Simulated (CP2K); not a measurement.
Consider borane carbonyl at its PBE geometry (Å).

```xyz
6

B    -0.5315   -0.0007   -0.0012
C     0.9694   -0.0014    0.0066
O     2.1175    0.0003    0.0088
H    -0.8476   -0.9036   -0.7460
H    -0.8636   -0.1889    1.1493
H    -0.8442    1.0943   -0.4175
```

Method: CP2K XAS_TDP, all-electron GAPW, PBEh(45%), aug-cc-pVTZ, TDA, GW2X-corrected core level, no relativity.

Where do the C K-edge lines lie, and how strong are they?

Leading lines: C2 288.68 eV. The leading line of an atom is its first one with 35 % of the strongest within 2.5 eV of its lowest line over the strength cut. Core ionisation energies at this level: C2 296.94 eV.

The first six lines of each atom with a strength over 0.0015:

```
                  atom  energy (eV)  states  strength, one atom  above the computed threshold
C2 (bonded to B and O)       288.68       2              0.1601                              
                             296.06       2              0.0021                              
                             297.27       2              0.0032                           yes
                             298.26       1              0.0023                           yes
                             298.28       2              0.0026                           yes
                             299.62       1              0.0016                           yes
```

Lines are vertical, at one geometry, with no vibrational structure. GW2X ionisation energies and lines can be off by 1 to 2 eV either way, and a good line position may hide errors that cancel. These values hold no scalar relativity, about 0.1 eV for C 1s. Rydberg lines, and the discretised continuum above threshold, depend on the basis and the box.

[Banner, clock and machine lines of the logs are left out without a mark of their own.]

[Logs are printed without paths, hosts, clocks, repeated set-up lines and the standing remarks that a program may print on its own settings, such as how far it seeks lower states.]

[Hosts, paths, dates, database ids (printed as entryN), source tags and the programs' standing remarks are cut or masked in the printed files.]
